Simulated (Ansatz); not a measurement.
# Band gap of MoS2 (P6_3/mmc) from density functionals to GW, part 2 of 2

Wanted: a ladder of band gaps for MoS2 (P6_3/mmc), from density functionals to G0W0.

Ansatz 0.2.0; density functionals, hybrids and G0W0, plane waves, PAW. Known limits of the many-body steps: finite bands, screening cutoff and k mesh; no spin-orbit coupling in G0W0.

So far. Step 9 (G0W0@PBE, 6×6×2 mesh, 688 empty bands, screening to 200 …): Over 12 of 14 irreducible mesh points the G0W0 gap is 1.258 eV, from k = Γ to k = (0.167, 0.167, 0.000). The PBE gap of this run on the mesh is 0.886 eV. The two states that bound the G0W0 gap lie that far apart at the start, so the correction of the gap is 1.258 − 0.886 = +0.372 eV.

The database entry behind the starting cell differs from later determinations by our own check (about 0.3 % long), so it need not match the best structure at ambient conditions.

In doubt: masses and optical values from hybrid runs of this build are listed as unsure (steps 10, 11), which bears on the screening that GW takes from such a start.

## (11) G0W0@PBE0, 6×6×2 mesh, 688 empty bands, screening to 200 eV

This step: G0W0 on PBE0, plane waves, PAW.

input.yaml

```yaml
crystal:
  lattice:
    - [3.169, 0.0, 0.0]
    - [-1.5845, 2.7444345046, 0.0]
    - [0.0, 0.0, 12.324]
  atoms:
    - { symbol: Mo, position: [0.3333333333, 0.6666666667, 0.25] }
    - { symbol: Mo, position: [0.6666666667, 0.3333333333, 0.75] }
    - { symbol: S, position: [0.3333333333, 0.6666666667, 0.623] }
    - { symbol: S, position: [0.6666666667, 0.3333333333, 0.123] }
    - { symbol: S, position: [0.3333333333, 0.6666666667, 0.877] }
    - { symbol: S, position: [0.6666666667, 0.3333333333, 0.377] }
kpoints:
  mp_grid: { grid: [6, 6, 2] }
hamiltonian:
  xc: pbe0
scf:
  occupations: { method: fixed }
gw:
  n_empty_bands: 688
  ecut_chi: 200.0
  qp_bands: [v2, c2]
  qp_kpoints: band_edges
  screening: { model: contour_deformation }
```

On the command line:

```sh
$ ansatz run input.yaml --threads 3 --pin off --max-ram 64512MiB --backend cuda --events-out ev --progress --plain --runs-dir out --devices 1 --max-vram 24GiB  # rebuilt from the run's record
```

Elapsed: 74 s, on 1 × NVIDIA H100 80GB HBM3 (shared by 3 runs) with 3 threads of AMD EPYC 7R13 (Zen 3), shared host; peak memory 2.9 GiB; 98 s of CPU time.

This step gave:

| Item | Value |
| --- | --- |
| bands summed | 714 |
| RPA ε∞ on this mesh (eigenvalues) | 4.733, 10.23, 10.23 |
| plane waves in the screening matrix | 701 |
| G0W0 gap over the corrected points | 1.605 eV |
| k of the valence top | 0, 0, 0 |
| k of the conduction bottom | 0.1667, 0.1667, 0 |
| starting gap on the mesh | 2.111 eV |
| Z at the valence top | 0.7806 |
| Z at the conduction bottom | 0.7883 |
| least direct G0W0 gap over the corrected points | 2.360 eV |

Over 12 of 14 irreducible mesh points the G0W0 gap is 1.605 eV, from k = Γ to k = (0.167, 0.167, 0.000). The PBE0 gap of this run on the mesh is 2.111 eV. The two states that bound the G0W0 gap lie that far apart at the start, so the correction of the gap is 1.605 − 2.111 = −0.506 eV. G0W0@PBE0 against G0W0@HSE06 with 714 bands: 1.605 − 1.474 = +0.131 eV, with the same mesh, files and cutoffs, and both edges at the same k points. The program's warnings for this run: coarse exchange mesh.

## (12) All levels together

Each gap is the least one over the points named; times are wall times on shared hosts, not benchmarks. A G0W0 time includes the run's own self-consistent start. Runs with listed points see these and the mesh alone, so an edge that moves elsewhere is missed. Rows marked * are further runs, not shown as steps, whose inputs differ from the G0W0 step on the same start in the columns given; solver thresholds can differ too.

```tsv
level	mesh	files, cutoff	bands summed, screening	points	gap (eV)	valence top	conduction bottom	least direct gap (eV)	time
LDA	12×12×2	soft_2 PAW, 420 eV	-	mesh and listed points	0.811	Γ	(0.167, 0.167, 0.000)	1.649	8.1 s
PBE	12×12×2	soft_2 PAW, 420 eV	-	mesh and path	0.884	Γ	(0.167, 0.167, 0.000)	1.654	6.3 s
PBE+SOC	12×12×2	soft_2 PAW, 420 eV	-	mesh and listed points	0.879	Γ	(0.167, 0.167, 0.000)	1.621	4.1 s
r2SCAN	12×12×2	soft_2 PAW, 500 eV	-	mesh and listed points	0.989	Γ	(0.167, 0.167, 0.000)	1.763	3.9 s
HSE06	6×6×2	soft_2 PAW, 420 eV	-	mesh and listed points	1.444	Γ	(0.167, 0.167, 0.000)	2.116	18 s
PBE0	6×6×2	soft_2 PAW, 420 eV	-	mesh and listed points	2.112	Γ	(0.167, 0.167, 0.000)	2.777	21 s
DDH-PBE0	6×6×2	soft_2 PAW, 420 eV	-	mesh and listed points	1.268	Γ	(0.167, 0.167, 0.000)	2.018	38 s
G0W0@PBE*	6×6×2	soft_2 PAW, 420 eV	269, 100 eV	12 of 14 irreducible mesh points	1.207	Γ	(0.167, 0.167, 0.000)	2.079	12 s
G0W0@PBE	6×6×2	soft_2 PAW, 420 eV	714, 200 eV	12 of 14 irreducible mesh points	1.258	Γ	(0.167, 0.167, 0.000)	2.083	30 s
G0W0@HSE06	6×6×2	soft_2 PAW, 420 eV	714, 200 eV	12 of 14 irreducible mesh points	1.474	Γ	(0.167, 0.167, 0.000)	2.235	73 s
G0W0@PBE0	6×6×2	soft_2 PAW, 420 eV	714, 200 eV	12 of 14 irreducible mesh points	1.605	Γ	(0.167, 0.167, 0.000)	2.360	74 s
```

## (13) Outcome

```json
{
  "LDA, over mesh and listed points": "0.811 eV",
  "PBE, over mesh and path": "0.884 eV",
  "PBE+SOC, over mesh and listed points": "0.879 eV",
  "r2SCAN, over mesh and listed points": "0.989 eV",
  "HSE06, over mesh and listed points": "1.444 eV",
  "PBE0, over mesh and listed points": "2.112 eV",
  "DDH-PBE0, over mesh and listed points": "1.268 eV",
  "G0W0@PBE (714 bands, 6×6×2), over 12 of 14 irreducible mesh points": "1.258 eV",
  "G0W0@HSE06, over 12 of 14 irreducible mesh points": "1.474 eV",
  "G0W0@PBE0, over 12 of 14 irreducible mesh points": "1.605 eV",
  "known limits": "finite bands, screening cutoff and k mesh; no spin-orbit coupling in G0W0"
}
```

What this shows: The rows run from 0.811 eV (LDA) to 2.112 eV (PBE0). They differ in mesh, plane-wave cutoff, bands and screening cutoff of G0W0 and the points over which the gap was sought as well as in level, so only pairs that share these are like for like. PBE against LDA: 0.884 − 0.811 = +0.073 eV, with the same mesh, files and cutoff, and both edges at the same k points. PBE+SOC against PBE: 0.879 − 0.884 = −0.005 eV, with the same mesh, set of files (read in its fully relativistic form for the spin-orbit run) and cutoff, and both edges at the same k points. The spin-orbit run sees mesh and listed points alone, so its gap is an upper bound: the coupling can move an edge off these points, and the change over the zone, its sign included where it is small, is not known. PBE0 against HSE06: 2.112 − 1.444 = +0.668 eV, with the same mesh, files and cutoff, and both edges at the same k points. DDH-PBE0 against PBE0: 1.268 − 2.112 = −0.844 eV, with the same mesh, files and cutoff, and both edges at the same k points. G0W0@HSE06 against G0W0@PBE with 714 bands: 1.474 − 1.258 = +0.216 eV, with the same mesh, files and cutoffs, and both edges at the same k points. G0W0@PBE0 against G0W0@HSE06 with 714 bands: 1.605 − 1.474 = +0.131 eV, with the same mesh, files and cutoffs, and both edges at the same k points. The dielectric-dependent hybrid took 0.081 of exact exchange, against 0.25 in PBE0. G0W0@PBE (714 bands, 6×6×2) moves the gap of its own start on the mesh by 1.258 − 0.886 = +0.372 eV, between the same two levels. Both edges that PBE shows over mesh and path lie at k points where levels were corrected. Levels at other points were not corrected, so a lower G0W0 gap elsewhere in the zone is not ruled out. G0W0@HSE06 moves the gap of its own start on the mesh by 1.474 − 1.444 = +0.030 eV, between the same two levels. Both edges that HSE06 shows over mesh and listed points lie at k points where levels were corrected. Levels at other points were not corrected, so a lower G0W0 gap elsewhere in the zone is not ruled out. G0W0@PBE0 moves the gap of its own start on the mesh by 1.605 − 2.111 = −0.506 eV, between the same two levels. Both edges that PBE0 shows over mesh and listed points lie at k points where levels were corrected. Levels at other points were not corrected, so a lower G0W0 gap elsewhere in the zone is not ruled out. What spin-orbit coupling does to the G0W0 levels was not computed, so no sum with the G0W0 gap is formed. For G0W0@PBE: from 269 bands and 100 eV to 714 bands and 200 eV the gap moves by 1.258 − 1.207 = +0.051 eV; bands and screening cutoff rise together, so their parts are not told apart. Two runs can't test a law of convergence, so the limit is not known. The other G0W0 rows are shown at one basis each (714 bands), so their distance from the limit is not known here. For G0W0@PBE0: the program's warnings for this run: coarse exchange mesh. The G0W0 runs are scalar-relativistic. No pair of G0W0 runs that differ in the mesh alone is shown (6×6×2 is a supercell whose nearest images lie 19 Å apart), so the error from the mesh is not known here. G0W0 is shown with one set of atomic data (soft_2 PAW), so the error from the files is not known here.

[Paths, hosts, dates, memory and timing lines, banners, echoed tables and standing remarks are left out of the program output.]

[Logs are printed without paths, hosts, clocks, repeated set-up lines and the standing remarks that a program may print on its own settings, such as how far it seeks lower states.]

[Runs of the session that timed out or met a known fault of the program may be left out.]

[Cells called generated may have been cut or substituted from an entry of the Crystallography Open Database or the Materials Project.]

[Hosts, paths, dates, database ids (printed as entryN), source tags and the programs' standing remarks are cut or masked in the printed files.]

[Where an RPA ε∞ is given, it is that of the G0W0 mesh and is not shown converged in it. Names of k-points follow the symmetry that the program found, which can be lower than the space group named. Band edges on a path are those of the sampled points; other points can move an edge, and change direct to indirect where valleys lie close.]

[Hybrid gaps are those of their k-mesh and are not shown converged in it.]
